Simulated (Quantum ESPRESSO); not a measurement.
# Collinear magnetic orders of MnNi3 with Quantum ESPRESSO, part 2 of 3

Wanted: the moments of MnNi3 and the energy of each order that was tried.

Quantum ESPRESSO 7.5; LDA; plane waves with GBRV 1.5 LDA potentials, no spin-orbit coupling.

So far, absolute magnetization (μB): step 2 (run 1 (ferro ++++)) 4.86.

### Step 3. Run 2 (ferri ++−−)

pw.in reads:

```
&CONTROL
  calculation = 'scf'
  prefix = 'pwscf'
  outdir = './tmp'
  pseudo_dir = './pseudo'
  disk_io = 'nowf'
/
&SYSTEM
  ibrav = 0
  nat = 4
  ntyp = 3
  ecutwfc = 40
  ecutrho = 280
  nbnd = 46
  occupations = 'smearing'
  smearing = 'fd'
  degauss = 0.00734986
  nspin = 2
  starting_magnetization(1) = 0.2333
  starting_magnetization(2) = 0.0556
  starting_magnetization(3) = -0.0556
/
&ELECTRONS
  conv_thr = 8d-09
  electron_maxstep = 150
  mixing_beta = 0.3
/
ATOMIC_SPECIES
Mn     54.9380 mn_lda_v1.5.uspp.F.UPF
Ni1    58.6934 ni_lda_v1.4.uspp.F.UPF
Ni2    58.6934 ni_lda_v1.4.uspp.F.UPF
CELL_PARAMETERS angstrom
   3.5930000000    0.0000000000    0.0000000000
   0.0000000000    3.5930000000    0.0000000000
   0.0000000000    0.0000000000    3.5930000000
ATOMIC_POSITIONS crystal
Mn      0.0000000000    0.0000000000    0.0000000000
Ni1     0.0000000000    0.5000000000    0.5000000000
Ni2     0.5000000000    0.0000000000    0.5000000000
Ni2     0.5000000000    0.5000000000    0.0000000000
K_POINTS automatic
8 8 8 0 0 0
```

Command:

```bash
$ OMP_NUM_THREADS=1 mpirun -n 4 pw.x -nk 4 -in pw.in > pw.out
```

The log of the run:

```text
[banner, memory and clock lines left out]
Program PWSCF v.7.5 starts

     Message from routine setup:
     using ibrav=0 with symmetry is DISCOURAGED, use correct ibrav instead

     bravais-lattice index     =            0
     lattice parameter (alat)  =       6.7898  a.u.
     unit-cell volume          =     313.0172 (a.u.)^3
     number of atoms/cell      =            4
     number of atomic types    =            3
     number of electrons       =        69.00
     number of Kohn-Sham states=           46
     kinetic-energy cutoff     =      40.0000  Ry
     charge density cutoff     =     280.0000  Ry
     scf convergence threshold =      8.0E-09
     mixing beta               =       0.3000
     number of iterations used =            8  plain     mixing
     Exchange-correlation=  SLA  PZ   NOGX NOGC
                           (   1   1   0   0   0   0   0)

     celldm(1)=   6.789786  celldm(2)=   0.000000  celldm(3)=   0.000000
     celldm(4)=   0.000000  celldm(5)=   0.000000  celldm(6)=   0.000000

     crystal axes: (cart. coord. in units of alat)
               a(1) = (   1.000000   0.000000   0.000000 )
               a(2) = (   0.000000   1.000000   0.000000 )
               a(3) = (   0.000000   0.000000   1.000000 )

     reciprocal axes: (cart. coord. in units 2 pi/alat)
               b(1) = (  1.000000  0.000000  0.000000 )
               b(2) = (  0.000000  1.000000  0.000000 )
               b(3) = (  0.000000  0.000000  1.000000 )

     PseudoPot. # 1 for Mn read from file:
     mn_lda_v1.5.uspp.F.UPF
     Pseudo is Ultrasoft + core correction, Zval = 15.0

     PseudoPot. # 2 for Ni read from file:
     ni_lda_v1.4.uspp.F.UPF
     Pseudo is Ultrasoft + core correction, Zval = 18.0

     PseudoPot. # 3 for Ni read from file:
     ni_lda_v1.4.uspp.F.UPF
     Pseudo is Ultrasoft + core correction, Zval = 18.0

     atomic species   valence    mass     pseudopotential
     Mn               15.00    54.93800     Mn( 1.00)
     Ni1              18.00    58.69340     Ni( 1.00)
     Ni2              18.00    58.69340     Ni( 1.00)

     Starting magnetic structure
     atomic species   magnetization
     Mn              0.233
     Ni1             0.056
     Ni2            -0.056

     16 Sym. Ops., with inversion, found

   Cartesian axes

     site n.     atom                  positions (alat units)
         1        Mn     tau(   1) = (   0.0000000   0.0000000   0.0000000  )
         2        Ni1    tau(   2) = (   0.0000000   0.5000000   0.5000000  )
         3        Ni2    tau(   3) = (   0.5000000   0.0000000   0.5000000  )
         4        Ni2    tau(   4) = (   0.5000000   0.5000000   0.0000000  )

     number of k points=    75  Fermi-Dirac smearing, width (Ry)=  0.0073
                       cart. coord. in units 2pi/alat
        k(    1) = (   0.0000000   0.0000000   0.0000000), wk =   0.0019531
        k(    2) = (   0.0000000   0.0000000   0.1250000), wk =   0.0078125
        k(    3) = (   0.0000000   0.0000000   0.2500000), wk =   0.0078125
        k(    4) = (   0.0000000   0.0000000   0.3750000), wk =   0.0078125
        k(    5) = (   0.0000000   0.0000000  -0.5000000), wk =   0.0039062
        [... 70 further k-points ...]

     Dense  grid:    24837 G-vectors     FFT dimensions: (  40,  40,  40)

     Smooth grid:    10779 G-vectors     FFT dimensions: (  27,  27,  27)

     Check: negative core charge=   -0.000040
     Generating pointlists ...
     new r_m :   0.2917 (alat units)  1.9805 (a.u.) for type    1
     new r_m :   0.2917 (alat units)  1.9805 (a.u.) for type    2
     new r_m :   0.2917 (alat units)  1.9805 (a.u.) for type    3

     Initial potential from superposition of free atoms

     starting charge      62.4999, renormalised to      69.0000
     Starting wfcs are   52 randomized atomic wfcs

     Self-consistent Calculation

     iteration #  1     ecut=    40.00 Ry     beta= 0.30
     Davidson diagonalization with overlap
     ethr =  1.00E-02,  avg # of iterations =  3.5

     total energy              =   -1216.63219388 Ry
     estimated scf accuracy    <      98.07456693 Ry

     total magnetization       =     1.06 Bohr mag/cell
     absolute magnetization    =     1.79 Bohr mag/cell

     iteration #  2     ecut=    40.00 Ry     beta= 0.30
     Davidson diagonalization with overlap
     ethr =  1.00E-02,  avg # of iterations =  3.0

     total energy              =   -1236.82639431 Ry
     estimated scf accuracy    <      42.52717846 Ry

     total magnetization       =     0.09 Bohr mag/cell
     absolute magnetization    =     0.29 Bohr mag/cell

     [... further iterations left out ...]

     iteration # 26     ecut=    40.00 Ry     beta= 0.30
     Davidson diagonalization with overlap
     ethr =  4.06E-11,  avg # of iterations =  2.0

     total energy              =   -1240.78061331 Ry
     estimated scf accuracy    <       0.00000003 Ry

     total magnetization       =     4.58 Bohr mag/cell
     absolute magnetization    =     4.86 Bohr mag/cell

     iteration # 27     ecut=    40.00 Ry     beta= 0.30
     Davidson diagonalization with overlap
     ethr =  3.93E-11,  avg # of iterations =  1.5

     Magnetic moment per site  (integrated on atomic sphere of radius R)
     atom   1 (R=0.292)  charge= 13.3535  magn=  3.0515
     atom   2 (R=0.292)  charge= 16.8155  magn=  0.5033
     atom   3 (R=0.292)  charge= 16.8154  magn=  0.5033
     atom   4 (R=0.292)  charge= 16.8154  magn=  0.5033

     End of self-consistent calculation

     Number of k-points >= 100: set verbosity='high' to print the bands.

     the Fermi energy is    16.5635 ev

!    total energy              =   -1240.78061331 Ry
     estimated scf accuracy    <          9.8E-10 Ry
     smearing contrib. (-TS)   =      -0.01199759 Ry
     internal energy E=F+TS    =   -1240.76861572 Ry

     The total energy is F=E-TS. E is the sum of the following terms:
     one-electron contribution =    -687.55788069 Ry
     hartree contribution      =     384.09773668 Ry
     xc contribution           =    -131.34023516 Ry
     ewald contribution        =    -805.96823655 Ry

     total magnetization       =     4.58 Bohr mag/cell
     absolute magnetization    =     4.86 Bohr mag/cell

     convergence has been achieved in  27 iterations
```

Wall time 53 s (4 MPI ranks of AMD EPYC 9R14 (Zen 4), shared host); peak memory 0.51 GiB.

Spin moment in the atom's sphere by atom:

```csv
atom,spin moment in the atom's sphere (μB)
Mn1,3.05
Ni2,0.50
Ni3,0.50
Ni4,0.50
```

Numbers from this step:

```
smearing term TS       : 0.1632 eV
magnetization          : 4.582 μB
absolute magnetization : 4.86 μB
final state            : ferromagnetic
```

The typed signs were not kept.

Spin density in the ac plane at fractional y = 0.000, with atoms of Mn and Ni within 0.2 Å of it.

Values in e/Å³, 14 rows by 14 columns, each cell a mean:
```
4.3 2.9 1.0 0.3 0.1 0.0 0.0 0.0 0.0 0.0 0.1 0.4 1.5 3.4
2.0 1.3 0.5 0.2 0.1 0.0 0.0 0.0 0.0 0.0 0.1 0.2 0.7 1.5
0.5 0.4 0.2 0.1 0.0 0.0 0.0 0.0 0.0 0.0 0.0 0.1 0.2 0.4
0.1 0.1 0.1 0.0 0.0 0.0 0.0 0.0 0.0 0.0 0.0 0.0 0.1 0.1
0.0 0.0 0.0 0.0 0.0 0.0 0.1 0.2 0.1 0.0 0.0 0.0 0.0 0.0
0.0 0.0 0.0 0.0 0.0 0.1 0.4 0.9 0.3 0.1 0.0 0.0 0.0 0.0
0.0 0.0 0.0 0.0 0.1 0.4 1.2 1.7 0.9 0.2 0.0 0.0 0.0 0.0
0.0 0.0 0.0 0.0 0.0 0.1 0.6 1.2 0.4 0.1 0.0 0.0 0.0 0.0
0.0 0.0 0.0 0.0 0.0 0.0 0.1 0.4 0.1 0.0 0.0 0.0 0.0 0.0
0.1 0.1 0.0 0.0 0.0 0.0 0.0 0.1 0.0 0.0 0.0 0.0 0.1 0.1
0.3 0.2 0.1 0.1 0.0 0.0 0.0 0.0 0.0 0.0 0.0 0.1 0.2 0.3
1.3 0.8 0.3 0.1 0.0 0.0 0.0 0.0 0.0 0.0 0.1 0.2 0.5 1.0
3.8 2.5 0.8 0.2 0.1 0.0 0.0 0.0 0.0 0.0 0.1 0.4 1.3 2.9
4.9 3.8 1.3 0.3 0.1 0.0 0.0 0.0 0.0 0.0 0.1 0.5 2.0 4.3
```
Columns run along a (3.6 Å), rows up along c (3.6 Å). Atoms in or near the plane, at fractional coordinates: Mn at (0.00, 0.00), Ni at (0.50, 0.50).

Valence density in the ac plane at fractional y = 0.000, with atoms of Mn and Ni within 0.2 Å of it. It is the smooth field of the valence electrons, not physical close to the nuclei.

Values in e/Å³, 14 rows by 14 columns, each cell a mean:
```
17 14  4  1  0  0  0  0  0  0  0  1  7 16
 9  6  2  1  0  0  0  0  0  0  0  1  3  7
 2  1  1  0  0  0  0  0  0  0  0  0  1  1
 0  0  0  0  0  1  1  1  1  0  0  0  0  0
 0  0  0  0  1  2  4  6  4  1  0  0  0  0
 0  0  0  0  1  7 20 28 17  4  1  0  0  0
 0  0  0  0  2 12 33 38 28  6  1  0  0  0
 0  0  0  0  1  8 25 33 20  4  1  0  0  0
 0  0  0  0  1  3  8 12  7  2  1  0  0  0
 0  0  0  0  0  1  1  2  1  1  0  0  0  0
 1  1  0  0  0  0  0  0  0  0  0  0  1  1
 6  4  1  0  0  0  0  0  0  0  0  1  2  4
16 12  4  1  0  0  0  0  0  0  0  1  6 14
11 16  6  1  0  0  0  0  0  0  0  2  9 17
```
Columns run along a (3.6 Å), rows up along c (3.6 Å). Atoms in or near the plane, at fractional coordinates: Mn at (0.00, 0.00), Ni at (0.50, 0.50).

### Step 4. Run 3, typed as ferri +−−−

pw.in reads:

```
&CONTROL
  calculation = 'scf'
  prefix = 'pwscf'
  outdir = './tmp'
  pseudo_dir = './pseudo'
  disk_io = 'nowf'
/
&SYSTEM
  ibrav = 0
  nat = 4
  ntyp = 2
  ecutwfc = 40
  ecutrho = 280
  nbnd = 45
  occupations = 'smearing'
  smearing = 'fd'
  degauss = 0.00734986
  nspin = 2
  starting_magnetization(1) = 0.2333
  starting_magnetization(2) = -0.0556
/
&ELECTRONS
  conv_thr = 8d-09
  electron_maxstep = 150
  mixing_beta = 0.3
/
ATOMIC_SPECIES
Mn     54.9380 mn_lda_v1.5.uspp.F.UPF
Ni     58.6934 ni_lda_v1.4.uspp.F.UPF
CELL_PARAMETERS angstrom
   3.5930000000    0.0000000000    0.0000000000
   0.0000000000    3.5930000000    0.0000000000
   0.0000000000    0.0000000000    3.5930000000
ATOMIC_POSITIONS crystal
Mn      0.0000000000    0.0000000000    0.0000000000
Ni      0.0000000000    0.5000000000    0.5000000000
Ni      0.5000000000    0.0000000000    0.5000000000
Ni      0.5000000000    0.5000000000    0.0000000000
K_POINTS automatic
8 8 8 0 0 0
```

The log of the run:

```text
     [... lines left out ...]
Program PWSCF v.7.5 starts
     [... lines left out ...]
     number of atoms/cell      =            4
     [... lines left out ...]
     number of electrons       =        69.00
     number of Kohn-Sham states=           45
     kinetic-energy cutoff     =      40.0000  Ry
     charge density cutoff     =     280.0000  Ry
     scf convergence threshold =      8.0E-09
     [... lines left out ...]
     48 Sym. Ops., with inversion, found
     [... lines left out ...]
     number of k points=    35  Fermi-Dirac smearing, width (Ry)=  0.0073
     [... lines left out ...]
     iteration # 26     ecut=    40.00 Ry     beta= 0.30
     [... lines left out ...]
     Magnetic moment per site  (integrated on atomic sphere of radius R)
     atom   1 (R=0.292)  charge= 13.3534  magn=  3.0516
     atom   2 (R=0.292)  charge= 16.8155  magn=  0.5033
     atom   3 (R=0.292)  charge= 16.8155  magn=  0.5033
     atom   4 (R=0.292)  charge= 16.8155  magn=  0.5033
     [... lines left out ...]
     the Fermi energy is    16.5636 ev
!    total energy              =   -1240.78061331 Ry
     estimated scf accuracy    <          5.8E-09 Ry
     smearing contrib. (-TS)   =      -0.01199841 Ry
     [... lines left out ...]
     total magnetization       =     4.58 Bohr mag/cell
     absolute magnetization    =     4.86 Bohr mag/cell
     convergence has been achieved in  26 iterations
```

Wall time 24 s (4 MPI ranks); peak memory 0.42 GiB.

Spin moment in the atom's sphere by atom:

```csv
atom,spin moment in the atom's sphere (μB)
Mn1,3.05
Ni2,0.50
Ni3,0.50
Ni4,0.50
```

Read from the output:

```yaml
smearing_term_ts: 0.1632 eV
magnetization: 4.582 μB
absolute_magnetization: 4.86 μB
final_state: ferromagnetic
```

The typed signs were not kept.

### Step 5. Run 4 (no spin polarisation)

Changes to pw.in since step 4:

```diff
@@ -13,3 +13,3 @@
   ecutrho = 280
-  nbnd = 45
+  nbnd = 44
   occupations = 'smearing'
@@ -17,5 +17,2 @@
   degauss = 0.00734986
-  nspin = 2
-  starting_magnetization(1) = 0.2333
-  starting_magnetization(2) = -0.0556
 /
```

The log of the run:

```text
     [... lines left out ...]
Program PWSCF v.7.5 starts
     [... lines left out ...]
     number of atoms/cell      =            4
     [... lines left out ...]
     number of electrons       =        69.00
     number of Kohn-Sham states=           44
     kinetic-energy cutoff     =      40.0000  Ry
     charge density cutoff     =     280.0000  Ry
     scf convergence threshold =      8.0E-09
     [... lines left out ...]
     48 Sym. Ops., with inversion, found
     [... lines left out ...]
     number of k points=    35  Fermi-Dirac smearing, width (Ry)=  0.0073
     [... lines left out ...]
     iteration # 18     ecut=    40.00 Ry     beta= 0.30
     [... lines left out ...]
     the Fermi energy is    16.6569 ev
!    total energy              =   -1240.72002990 Ry
     estimated scf accuracy    <          1.2E-09 Ry
     smearing contrib. (-TS)   =      -0.02470601 Ry
     [... lines left out ...]
     convergence has been achieved in  18 iterations
```

Run time: 9.8 s. Hardware: 4 MPI ranks; peak memory 0.36 GiB.

Read from the output:

- smearing term TS: 0.3361 eV
- final state: non-magnetic (no spin polarisation)

### Step 6. Energies of the orders

An order is kept where moments of 0.15 μB or more survive with the typed signs; meshes match where a doubled cell samples the same k points as the first cell.

Orders:

```csv
start,final state,typed order kept,energy over the lowest (meV a seeded atom),largest site moment (μB),net moment (μB a cell of the first run),mesh matched,CPU time (s)
ferro ++++,ferromagnetic,yes,0,3.052,4.582,yes,82.29
ferri ++--,ferromagnetic,no,0,3.052,4.582,yes,209
ferri +---,ferromagnetic,no,0,3.052,4.582,yes,96.29
no spin polarisation,non-magnetic,-,206.1,0,0,yes,38.16
```

### Step 7. The lowest state again, with its states saved

pw.in reads:

```
&CONTROL
  calculation = 'scf'
  prefix = 'pwscf'
  outdir = './tmp'
  pseudo_dir = './pseudo'
  disk_io = 'low'
/
&SYSTEM
  ibrav = 0
  celldm(1) = 8
  nat = 4
  ntyp = 3
  ecutwfc = 40
  ecutrho = 280
  nbnd = 50
  occupations = 'smearing'
  smearing = 'fd'
  degauss = 0.00734986
  nspin = 2
  starting_magnetization(1) = 0.2333
  starting_magnetization(2) = 0.0556
  starting_magnetization(3) = -0.0556
/
&ELECTRONS
  conv_thr = 8d-09
  electron_maxstep = 150
  mixing_beta = 0.3
/
ATOMIC_SPECIES
Mn     54.9380 mn_lda_v1.5.uspp.F.UPF
Ni1    58.6934 ni_lda_v1.4.uspp.F.UPF
Ni2    58.6934 ni_lda_v1.4.uspp.F.UPF
CELL_PARAMETERS alat
   0.8487232457225    0.0000000000000    0.0000000000000
   0.0000000000000    0.8487232457225    0.0000000000000
   0.0000000000000    0.0000000000000    0.8487232457225
ATOMIC_POSITIONS crystal
Mn      0.0000000000    0.0000000000    0.0000000000
Ni1     0.0000000000    0.5000000000    0.5000000000
Ni2     0.5000000000    0.0000000000    0.5000000000
Ni2     0.5000000000    0.5000000000    0.0000000000
K_POINTS automatic
8 8 8 0 0 0
```

The log of the run:

```text
     [... lines left out ...]
Program PWSCF v.7.5 starts
     [... lines left out ...]
     number of atoms/cell      =            4
     [... lines left out ...]
     number of electrons       =        69.00
     number of Kohn-Sham states=           50
     kinetic-energy cutoff     =      40.0000  Ry
     charge density cutoff     =     280.0000  Ry
     scf convergence threshold =      8.0E-09
     [... lines left out ...]
     16 Sym. Ops., with inversion, found
     [... lines left out ...]
     number of k points=    75  Fermi-Dirac smearing, width (Ry)=  0.0073
     [... lines left out ...]
     iteration # 26     ecut=    40.00 Ry     beta= 0.30
     [... lines left out ...]
     Magnetic moment per site  (integrated on atomic sphere of radius R)
     atom   1 (R=0.248)  charge= 13.3534  magn=  3.0515
     atom   2 (R=0.248)  charge= 16.8155  magn=  0.5032
     atom   3 (R=0.248)  charge= 16.8155  magn=  0.5032
     atom   4 (R=0.248)  charge= 16.8155  magn=  0.5032
     [... lines left out ...]
     the Fermi energy is    16.5635 ev
!    total energy              =   -1240.78061331 Ry
     estimated scf accuracy    <          5.9E-09 Ry
     smearing contrib. (-TS)   =      -0.01199941 Ry
     [... lines left out ...]
     total magnetization       =     4.58 Bohr mag/cell
     absolute magnetization    =     4.86 Bohr mag/cell
     convergence has been achieved in  26 iterations
```

Wall time 55 s (4 MPI ranks); peak memory 0.52 GiB; 3.6 min of CPU time.

Numbers from this step:

| Quantity | Value |
| --- | --- |
| smearing term TS | 0.1633 eV |
| magnetization | 4.581 μB |
| absolute magnetization | 4.86 μB |
| final state | ferromagnetic |
| largest moment | 3.051 μB |

The typed signs were not kept.

(Continued in part 3 of 3.)

[Logs and program files are shortened in this print: banners, set-up blocks, solver, clock and traceback lines can be left out without a mark of their own.]

[Logs are printed without paths, hosts, clocks, repeated set-up lines and the standing remarks that a program may print on its own settings, such as how far it seeks lower states.]

[Hosts, paths, dates, database ids (printed as entryN), source tags and the programs' standing remarks are cut or masked in the printed files.]

[Where a cell is said to come from a database of computed structures, the database is the Materials Project.]
